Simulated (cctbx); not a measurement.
# A crystallographic session in cctbx: Eu2Ga9IrRh2

Library: cctbx 2025.11. The data are simulated by the first script.

## 1. Simulate the data

run.py:

```python
from cctbx import adptbx, crystal, miller, sgtbx, xray
from cctbx.array_family import flex
from iotbx.shelx import hklf
from scitbx import matrix
import scitbx.random

cs = crystal.symmetry(unit_cell=(13.222, 7.503, 9.657, 90, 90, 90), space_group_symbol='Hall: -C 2c 2')  # Cmcm
atoms = [  # label, site, U (iso, or U11 U22 U33 U12 U13 U23 in A^2), occupancy
    ("Ir1", (0, 0, 0.5), (0.0027, 0.0020, 0.0029, 0.0000, 0.0000, 0.0004), 1),
    ("Eu1", (0.8326, 0.8311, 0.75), (0.0036, 0.0034, 0.0040, -0.0003, 0.0000, 0.0000), 1),
    ("Rh1", (0.6663, 0, 0.5), (0.0029, 0.0030, 0.0028, 0.0000, 0.0000, -0.0003), 1),
    ("Ga1", (0.6034, 0.9442, 0.75), (0.0039, 0.0063, 0.0087, 0.0003, 0.0000, 0.0000), 1),
    ("Ga2", (0, 0.8646, 0.25), (0.0030, 0.0036, 0.0038, 0.0000, 0.0000, 0.0000), 1),
    ("Ga3", (0.6644, 0.674, 0.9316), (0.0045, 0.0037, 0.0043, -0.0003, 0.0000, 0.0009), 1),
    ("Ga4", (0, 0.3409, 0.0609), (0.0034, 0.0029, 0.0027, 0.0000, 0.0000, -0.0001), 1),
]
xs = xray.structure(crystal_symmetry=cs)
for label, site, u, occ in atoms:
    u = adptbx.u_cif_as_u_star(cs.unit_cell(), u) if isinstance(u, tuple) else u
    xs.add_scatterer(xray.scatterer(label, site=site, u=u, occupancy=occ))
xs.set_inelastic_form_factors(0.56087, "sasaki")
xs.show_summary()
p1 = xs.expand_to_p1()
ms = miller.build_set(p1, anomalous_flag=True, d_min=0.65)
flex.set_random_seed(730340)
scitbx.random.set_random_seed(730340)
ms = ms.select(flex.random_double(ms.size()) < 0.8)
i = ms.structure_factors_from_scatterers(p1, algorithm="direct").f_calc().as_intensity_array().data()
i = i * 5000 / flex.max(i)
sig = flex.sqrt(i + flex.pow2(0.03 * i) + 2 ** 2)
noise = scitbx.random.variate(scitbx.random.normal_distribution())(i.size())
data = ms.array(data=i + sig * noise, sigmas=sig).set_observation_type_xray_intensity()
with open("data.hkl", "w") as f:
    data.export_as_shelx_hklf(f)
print("reflections written:", data.size(), " <I/sigma> = %.1f" % flex.mean(data.data() / data.sigmas()))
for h, a, b in list(data.sort("data"))[:12]:
    print("%4d%4d%4d %9.1f %7.1f" % (h + (a, b)))
```

```console
$ python run.py
```

```text
Number of scatterers: 7
At special positions: 6
Unit cell: (13.222, 7.503, 9.657, 90, 90, 90)
Space group: C m c m (No. 63)
reflections written: 11666  <I/sigma> = 3.2
   3   3   0    5153.9   163.5
   3  -3   0    4988.7   163.5
  -6   0   0    4958.9   165.8
  -3  -3   0    4920.4   163.5
   6   0   0    4899.6   165.8
  -3   3   0    4882.9   163.5
   0   0  -4    3388.6   115.6
   0   0   4    3333.1   115.6
  -6  -6   0    2882.5    97.7
 -12   0   0    2881.2   100.8
   0  -6   0    2771.0    96.7
  -6   6   0    2703.2    97.7
```

It took 0.37 s on 1 thread of Arm Neoverse V2 (shared host), peak memory 0.07 GiB.

## 2. Symmetry

run.py:

```python
from cctbx import crystal, sgtbx, statistics
from cctbx.array_family import flex
from iotbx.shelx import hklf

p1 = crystal.symmetry(unit_cell=(13.222, 7.503, 9.657, 90, 90, 90), space_group_symbol="P 1")
raw = hklf.reader(file_name="data.hkl").as_miller_arrays(crystal_symmetry=p1, anomalous=True)[0]
print(raw.size(), "reflections to d = %.3f A" % raw.d_min())
isig = raw.data() / raw.sigmas()
print("centring   violations  <I/sigma> of those")
best = "P"
for c in "ABCIRF":
    a = raw.customized_copy(space_group_info=sgtbx.space_group_info("Hall: %s 1" % c)).sys_absent_flags().data()
    m = flex.mean(isig.select(a))
    print("%5s %10d of %5d %8.1f" % (c, (isig.select(a) > 4).count(True), a.count(True), m))
    if (isig.select(a) > 4).count(True) < 0.01 * a.count(True):
        best = c
raw = raw.select(~raw.customized_copy(space_group_info=sgtbx.space_group_info("Hall: %s 1" % best)).sys_absent_flags().data())
isig = raw.data() / raw.sigmas()
rows = []
for s in sgtbx.space_group_symbol_iterator():
    g = sgtbx.space_group(s)
    if g.conventional_centring_type_symbol() != best or not g.is_compatible_unit_cell(p1.unit_cell(), 1e-3, 0.02):
        continue
    rows.append((s, g))
print("Laue class    unique    Rint  (classes that these axes allow; Friedel mates merged)")
rint = {}
for s, g in rows:
    laue = g.build_derived_patterson_group()
    key = laue.type().hall_symbol()
    if key not in rint:
        m = raw.customized_copy(space_group_info=laue.info(), anomalous_flag=False).merge_equivalents()
        rint[key] = m.r_int()
        print("%-14s %6d %7.3f" % (laue.type().lookup_symbol(), m.array().size(), m.r_int()))
floor = min(rint.values())
good = [(s, g) for s, g in rows if rint[g.build_derived_patterson_group().type().hall_symbol()] < 2 * floor + 0.03]
top = max(g.build_derived_patterson_group().order_z() for s, g in good)
print("space group    extra absences  I>4sigma  <I/sigma>")
for s, g in good:
    laue = g.build_derived_patterson_group()
    if laue.order_z() != top:
        continue
    a = raw.customized_copy(space_group_info=g.info()).sys_absent_flags().data()
    a &= ~raw.customized_copy(space_group_info=laue.info()).sys_absent_flags().data()
    bad = (isig.select(a) > 4).count(True)
    if bad <= 0.03 * a.count(True):
        print("%-16s %8d %10d %9s  %s" % (s.universal_hermann_mauguin(), a.count(True), bad, "%.1f" % flex.mean(isig.select(a)) if a.count(True) else "-", "centric" if g.is_centric() else "acentric"))
laue = max(good, key=lambda t: t[1].build_derived_patterson_group().order_z())[1].build_derived_patterson_group()
f = raw.customized_copy(space_group_info=laue.info(), anomalous_flag=False).merge_equivalents().array().eliminate_sys_absent().f_sq_as_f()
f.set_observation_type_xray_amplitude()
bins = max(3, min(8, f.size() // 12))
f.setup_binner(n_bins=bins)
w = statistics.wilson_plot(f, {e: n / laue.order_z() for e, n in {'Ir': 4.0, 'Eu': 8.0, 'Rh': 8.0, 'Ga': 36.0}.items()}, e_statistics=True)
print("Wilson B = %.2f A^2   <|E^2-1|> = %.3f (0.968 centric, 0.736 acentric)   E^2>4: %.1f %%" % (w.wilson_b, w.mean_e_sq_minus_1, w.percent_e_sq_gt_2))
print("shell (A)         n   <I/sigma>")
m = raw.customized_copy(space_group_info=laue.info(), anomalous_flag=False).merge_equivalents().array().eliminate_sys_absent()
for b in m.setup_binner(n_bins=bins).range_used():
    sel = m.binner().selection(b)
    print("%5.2f - %4.2f %6d %8.1f" % (min(m.binner().bin_d_range(b)[0] if m.binner().bin_d_range(b)[0] > 0 else 99, 99), m.binner().bin_d_range(b)[1], sel.count(True), flex.mean((m.data() / m.sigmas()).select(sel))))
```

```console
$ python run.py
```

```text
11666 reflections to d = 0.650 A
centring   violations  <I/sigma> of those
    A       1704 of  5790      3.3
    B       1704 of  5858      3.3
    C          0 of  5858      0.0
    I       1290 of  5882      2.4
    R       2130 of  7767      3.2
    F       1704 of  8753      2.2
Laue class    unique    Rint  (classes that these axes allow; Friedel mates merged)
C 1 2/m 1        1927   0.052
C 2/m 1 1        1881   0.052
C m m m          1054   0.056
space group    extra absences  I>4sigma  <I/sigma>
C 2 2 21                8          0       0.2  acentric
C 2 2 2                 0          0         -  acentric
C m m 2                 0          0         -  acentric
C m c 21              186          0      -0.0  acentric
C 2 m m                 0          0         -  acentric
C m 2 m                 0          0         -  acentric
C 2 c m               186          0      -0.0  acentric
C m c m               186          0      -0.0  centric
C m m m                 0          0         -  centric
Wilson B = 0.29 A^2   <|E^2-1|> = 1.068 (0.968 centric, 0.736 acentric)   E^2>4: 6.0 %
shell (A)         n   <I/sigma>
 9.66 - 1.30    152     18.1
 1.30 - 1.03    137     14.9
 1.03 - 0.90    129     15.0
 0.90 - 0.82    126     13.9
 0.82 - 0.76    130     13.0
 0.76 - 0.72    134     10.3
 0.72 - 0.68    120     11.2
 0.68 - 0.65    126     11.3
```

Time: 0.29 s.

## 3. Patterson map

run.py:

```python
from cctbx import crystal, maptbx
from iotbx.shelx import hklf

cs = crystal.symmetry(unit_cell=(13.222, 7.503, 9.657, 90, 90, 90), space_group_symbol='Hall: -C 2c 2')  # Cmcm
raw = hklf.reader(file_name="data.hkl").as_miller_arrays(crystal_symmetry=cs, anomalous=True)[0]
merged = raw.eliminate_sys_absent().merge_equivalents()
fo2 = merged.array().set_observation_type_xray_intensity()
f = fo2.average_bijvoet_mates().f_sq_as_f()
pm = f.patterson_map(symmetry_flags=maptbx.use_space_group_symmetry, sharpening=True, resolution_factor=0.25)
peaks = pm.peak_search(parameters=maptbx.peak_search_parameters(min_distance_sym_equiv=0.4, max_clusters=14)).all()
top = peaks.heights()[0]
print("Patterson group", f.patterson_symmetry().space_group_info())
print("      u       v       w   height  length (A)")
for x, h in zip(peaks.sites(), peaks.heights()):
    y = [t - round(t) for t in x]
    print("%7.3f %7.3f %7.3f %8.1f %8.2f" % (x + (1000 * h / top, cs.unit_cell().length(y))))
```

```console
$ python run.py
```

```text
Patterson group C m m m
      u       v       w   height  length (A)
  0.000   0.000   0.000   1000.0     0.00
  0.166   0.500   0.000    648.8     4.35
  0.000   0.000   0.500    385.9     4.83
  0.166   0.500   0.500    291.1     6.50
  0.167   0.170   0.250    290.6     3.51
  0.000   0.000   0.320    271.5     3.09
  0.167   0.500   0.316    266.9     5.32
  0.000   0.339   0.500    220.3     5.46
  0.000   0.329   0.252    173.9     3.46
  0.000   0.334   0.064    154.4     2.58
  0.166   0.173   0.433    153.4     4.90
  0.166   0.172   0.067    152.1     2.63
  0.166   0.160   0.500    146.7     5.44
  0.000   0.332   0.437    146.2     4.90
```

Time: 0.28 s.

## 4. Charge flipping

run.py:

```python
import itertools
from cctbx import crystal, maptbx
from cctbx.array_family import flex
from iotbx.shelx import hklf
from smtbx.ab_initio import charge_flipping as cf

cs = crystal.symmetry(unit_cell=(13.222, 7.503, 9.657, 90, 90, 90), space_group_symbol='Hall: -C 2c 2')  # Cmcm
raw = hklf.reader(file_name="data.hkl").as_miller_arrays(crystal_symmetry=cs, anomalous=True)[0]
merged = raw.eliminate_sys_absent().merge_equivalents()
fo2 = merged.array().set_observation_type_xray_intensity()
f = fo2.average_bijvoet_mates().f_sq_as_f().resolution_filter(d_min=0.9)
p1 = f.expand_to_p1()
work = p1
flex.set_random_seed(88873)
it = cf.weak_reflection_improved_iterator(delta=None, weak_reflection_fraction=0.2)
it.start(work, phases=flex.random_double(p1.size()) * 6.2832, f_000=0)
it.delta = 1 * it.rho_map.sigma()
print("cycle      R  skewness")
for n, st in enumerate(itertools.islice(it, 200)):
    if n % 16 == 0:
        print("%5d %6.3f %8.2f" % (n, st.r1_factor(), st.rho_map.skewness()))
rho = p1.phase_transfer(it.f_calc).fft_map().apply_volume_scaling()
polish = cf.low_density_elimination_iterator(constant_rho_c=rho.sigma())
polish.start(f_obs=p1, phases=it.f_calc, f_000=0)
for _ in range(8):
    next(polish)
print("origin shift          correlation  skewness")
maps = []
for fc, shift, cc in itertools.islice(cf.f_calc_symmetrisations(f, polish.f_calc, 0), 4):
    m = f.phase_transfer(fc).fft_map(symmetry_flags=maptbx.use_space_group_symmetry, resolution_factor=0.25).apply_sigma_scaling()
    maps.append((m.skewness(), cc, m))
    print("%6.3f %6.3f %6.3f %10.3f %9.2f" % (tuple(shift) + (cc, m.skewness())))
skew, cc, m = max((t for t in maps if t[1] > maps[0][1] - 0.04), key=lambda t: t[0])
print("taken: symmetry correlation %.3f, skewness %.2f" % (cc, skew))
peaks = m.peak_search(parameters=maptbx.peak_search_parameters(min_distance_sym_equiv=0.9, max_clusters=12)).all()
sps = cs.special_position_settings(min_distance_sym_equiv=0.5)
print("peak      x       y       z  mult  height/sigma")
for k, (x, h) in enumerate(zip(peaks.sites(), peaks.heights())):
    ss = sps.site_symmetry(x)
    print("Q%-3d %7.4f %7.4f %7.4f %4d %8.1f" % ((k + 1,) + tuple(t % 1 for t in ss.exact_site()) + (ss.multiplicity(), h)))
```

```console
$ python run.py
```

```text
cycle      R  skewness
    0  0.631     0.21
   16  0.445     3.40
   32  0.379     3.26
   48  0.335     3.55
   64  0.322     3.45
   80  0.335     3.37
   96  0.345     3.35
  112  0.348     3.22
  128  0.350     3.31
  144  0.353     3.32
  160  0.358     3.31
  176  0.343     3.22
  192  0.357     3.26
origin shift          correlation  skewness
 0.356  0.031  0.236      0.892      2.91
 0.190  0.032  0.235      0.890      2.67
 0.023  0.032  0.236      0.889      2.64
 0.357  0.042  0.405      0.882      1.86
taken: symmetry correlation 0.892, skewness 2.91
peak      x       y       z  mult  height/sigma
Q1    0.1677  0.3274  0.7500    8     12.8
Q2    0.0000  0.1785  0.2500    4      7.6
Q3    0.0000  0.5000  0.0000    4      7.5
Q4    0.0000  0.1525  0.5735    8      6.5
Q5    0.1624  0.0000  0.0000    8      5.7
Q6    0.0000  0.1855  0.7500    4      4.1
Q7    0.0000  0.3593  0.2500    4      4.0
Q8    0.1074  0.0603  0.2500    8      3.4
Q9    0.1713  0.2805  0.2500    8      2.7
Q10   0.0000  0.4669  0.7500    4      2.7
Q11   0.2457  0.2578  0.2500    8      2.3
Q12   0.0741  0.2326  0.0524   16      2.2
```

Time: 0.44 s.

## 5. Refinement (model from the peaks)

run.py:

```python
import math
from cctbx import adptbx, crystal, maptbx, sgtbx, xray
from cctbx.array_family import flex
from cctbx.xray import observations
from iotbx.shelx import hklf
from scitbx.lstbx import normal_eqns_solving
from smtbx import absolute_structure, utils
from smtbx.refinement import constraints, least_squares

cs = crystal.symmetry(unit_cell=(13.222, 7.503, 9.657, 90, 90, 90), space_group_symbol='Hall: -C 2c 2')  # Cmcm
atoms = [  # label, site, U (iso, or U11 U22 U33 U12 U13 U23 in A^2), occupancy
    ("Eu1", (0.1677, 0.3274, 0.75), 0.0200, 1),
    ("Ir1", (0, 0.1785, 0.25), 0.0200, 1),
    ("Rh1", (0, 0.5, 0), 0.0200, 1),
    ("Ga1", (0, 0.1525, 0.5735), 0.0200, 1),
    ("Ga2", (0.1624, 0, 0), 0.0200, 1),
    ("Rh2", (0, 0.1855, 0.75), 0.0200, 1),
    ("Ga3", (0, 0.3593, 0.25), 0.0200, 1),
    ("Ga4", (0.1074, 0.0603, 0.25), 0.0200, 1),
    ("Ga5", (0.1713, 0.2805, 0.25), 0.0200, 1),
]
xs = xray.structure(crystal_symmetry=cs)
for label, site, u, occ in atoms:
    u = adptbx.u_cif_as_u_star(cs.unit_cell(), u) if isinstance(u, tuple) else u
    xs.add_scatterer(xray.scatterer(label, site=site, u=u, occupancy=occ))
xs.set_inelastic_form_factors(0.56087, "sasaki")
raw = hklf.reader(file_name="data.hkl").as_miller_arrays(crystal_symmetry=cs, anomalous=True)[0]
merged = raw.eliminate_sys_absent().merge_equivalents()
fo2 = merged.array().set_observation_type_xray_intensity()
print("Rint %.3f, %d unique reflections to %.2f A" % (merged.r_int(), fo2.size(), fo2.d_min()))
for sc in xs.scatterers():
    sc.flags.set_grad_site(True)
    sc.flags.set_grad_u_aniso(sc.flags.use_u_aniso())
    sc.flags.set_grad_u_iso(sc.flags.use_u_iso())
obs = fo2.as_xray_observations()
extra = {}
rep = constraints.reparametrisation(xs, [], utils.connectivity_table(xs), **extra)
ls = least_squares.crystallographic_ls(obs, rep, weighting_scheme=least_squares.mainstream_shelx_weighting(a=0, b=0))
print("cycle     R1     wR2    GooF  max shift (A)")
for cycle in range(6):
    ls.build_up()
    r1, wr2, goof = ls.r1_factor(cutoff_factor=2)[0], ls.wR2(), ls.goof()
    old = xs.sites_cart()
    normal_eqns_solving.levenberg_marquardt_iterations(ls, n_max_iterations=3, tau=0.0001, step_threshold=1e-7)
    big = flex.max((xs.sites_cart() - old).norms())
    print("%4d %7.4f %7.4f %7.3f %9.5f" % (cycle + 1, r1, wr2, goof, big))
    ls.build_up(objective_only=True)
    if abs(ls.wR2() - wr2) < 5e-5 and big < 5e-4:
        break
ls.build_up()
print("final R1 %.4f wR2 %.4f GooF %.3f  parameters %d  data/parameter %.1f" % (ls.r1_factor(cutoff_factor=2)[0], ls.wR2(), ls.goof(), ls.n_parameters, fo2.size() / ls.n_parameters))
cov = ls.covariance_matrix_and_annotations()
su = dict(zip(cov.annotations, (math.sqrt(max(v, 0)) for v in cov.matrix.matrix_packed_u_diagonal())))
a2 = cs.unit_cell().reciprocal_parameters()[0] ** -2
print("atom        x        y        z      Ueq    occ   su(xyz)  su(Uiso or U11)")
for sc in xs.scatterers():
    s = max(su.get(sc.label + k, 0) for k in (".x", ".y", ".z"))
    npd = "" if sc.is_positive_definite_u(cs.unit_cell()) else "  NPD"
    print("%-5s %8.5f %8.5f %8.5f %8.4f %6.3f %8.5f %7.4f%s" % ((sc.label,) + sc.site + (sc.u_iso_or_equiv(cs.unit_cell()), sc.occupancy, s, su.get(sc.label + ".uiso", su.get(sc.label + ".u11", 0) * a2), npd)))
fo = fo2.f_sq_as_f()
fc = fo.structure_factors_from_scatterers(xs, algorithm="direct").f_calc()
diff = fo.f_obs_minus_f_calc(1 / math.sqrt(ls.scale_factor()), fc).average_bijvoet_mates()
m = diff.fft_map(symmetry_flags=maptbx.use_space_group_symmetry, resolution_factor=0.25).apply_volume_scaling()
print("difference map: max %.2f min %.2f rms %.2f" % (m.statistics().max(), m.statistics().min(), m.statistics().sigma()))
peaks = m.peak_search(parameters=maptbx.peak_search_parameters(min_distance_sym_equiv=0.6, max_clusters=5)).all()
near = xs.closest_distances(peaks.sites(), distance_cutoff=4)
sps = cs.special_position_settings(min_distance_sym_equiv=0.5)
for k, (x, h) in enumerate(zip(peaks.sites(), peaks.heights())):
    ss = sps.site_symmetry(x)
    print("Q%-3d %7.4f %7.4f %7.4f %4d %7.2f  %.2f A from %s" % ((k + 1,) + tuple(t % 1 for t in ss.exact_site()) + (ss.multiplicity(), h, near.smallest_distances[k], xs.scatterers()[near.i_seqs[k]].label)))
```

```console
$ python run.py
```

```text
Rint 0.056, 993 unique reflections to 0.65 A
cycle     R1     wR2    GooF  max shift (A)
   1  0.6654  0.9134  18.133   0.28888
   2  0.5096  0.8127  16.135   0.05275
   3  0.5041  0.8083  16.046   0.01960
   4  0.4947  0.8017  15.915   0.01563
   5  0.5849  0.8691  17.253   0.02684
   6  0.4939  0.8017  15.916   0.01195
final R1 0.5797 wR2 0.8669 GooF 17.209  parameters 21  data/parameter 47.3
atom        x        y        z      Ueq    occ   su(xyz)  su(Uiso or U11)
Eu1    0.16977  0.33063  0.75000   0.0047  1.000  0.00189  0.0026
Ir1    0.00000  0.19858  0.25000   0.1760  1.000  0.02001  0.0443
Rh1    0.00000  0.50000  0.00000   0.0331  1.000  0.00000  0.0105
Ga1    0.00000  0.15538  0.56004   0.0062  1.000  0.00400  0.0049
Ga2    0.16236  0.00000  0.00000   0.0038  1.000  0.00213  0.0049
Rh2    0.00000  0.17792  0.75000   0.0277  1.000  0.00754  0.0100
Ga3    0.00000  0.36374  0.25000   0.0082  1.000  0.00584  0.0072
Ga4    0.10346  0.05200  0.25000   0.0085  1.000  0.00432  0.0053
Ga5    0.17067  0.32433  0.25000   0.0103  1.000  0.00483  0.0062
difference map: max 376.12 min -100.18 rms 17.87
Q1    0.1681  0.3282  0.7500    8  381.65  0.03 A from Eu1
Q2    0.0000  0.5000  0.0000    4  353.99  0.00 A from Rh1
Q3    0.0000  0.1719  0.2500    4  185.35  0.20 A from Ir1
Q4    0.1680  0.3312  0.0695   16  164.10  1.74 A from Ga5
Q5    0.1053  0.0532  0.2500    8  129.48  0.03 A from Ga4
```

Time: 0.82 s.

Figures of merit this high mean that the model is still wrong or incomplete.

## 6. Charge flipping

run.py, as its changes from the last script of this kind:

```diff
@@ -13,2 +13,3 @@
-work = p1
-flex.set_random_seed(88873)
+p1.setup_binner_counting_sorted(reflections_per_bin=max(40, p1.size() // 12))
+work = p1.array(data=p1.data() / p1.amplitude_quasi_normalisations().data())
+flex.set_random_seed(88874)
@@ -19,2 +20,2 @@
-for n, st in enumerate(itertools.islice(it, 200)):
-    if n % 16 == 0:
+for n, st in enumerate(itertools.islice(it, 400)):
+    if n % 33 == 0:
```

```console
$ python run.py
```

```text
cycle      R  skewness
    0  0.644     0.20
   33  0.496     1.70
   66  0.485     1.69
   99  0.496     1.92
  132  0.492     2.72
  165  0.497     2.68
  198  0.483     2.66
  231  0.479     2.46
  264  0.490     2.58
  297  0.502     2.57
  330  0.509     2.60
  363  0.489     2.61
  396  0.495     2.52
origin shift          correlation  skewness
 0.250  0.220 -0.016      0.874      1.74
 0.084  0.220 -0.016      0.872      1.71
 0.249  0.407  0.485      0.868      1.47
 0.250  0.405  0.242      0.858      1.45
taken: symmetry correlation 0.874, skewness 1.74
peak      x       y       z  mult  height/sigma
Q1    0.0000  0.3353  0.5876    8      7.3
Q2    0.1010  0.4977  0.2500    8      6.8
Q3    0.1620  0.1714  0.0888   16      6.8
Q4    0.1629  0.1510  0.7500    8      6.7
Q5    0.1662  0.5041  0.1499   16      5.3
Q6    0.0000  0.0000  0.0000    4      5.1
Q7    0.0000  0.0028  0.1430    8      4.1
Q8    0.2248  0.5075  0.2500    8      3.4
Q9    0.0491  0.2464  0.2500    8      3.3
Q10   0.0791  0.3283  0.9929   16      3.2
Q11   0.1624  0.3603  0.2500    8      2.8
Q12   0.0512  0.0163  0.2500    8      2.7
```

Run time: 0.52 s on 1 thread of Arm Neoverse V2, on a shared host, peak memory 0.08 GiB.

[Logs are printed without paths, hosts, clocks, repeated set-up lines and the standing remarks that a program may print on its own settings, such as how far it seeks lower states.]
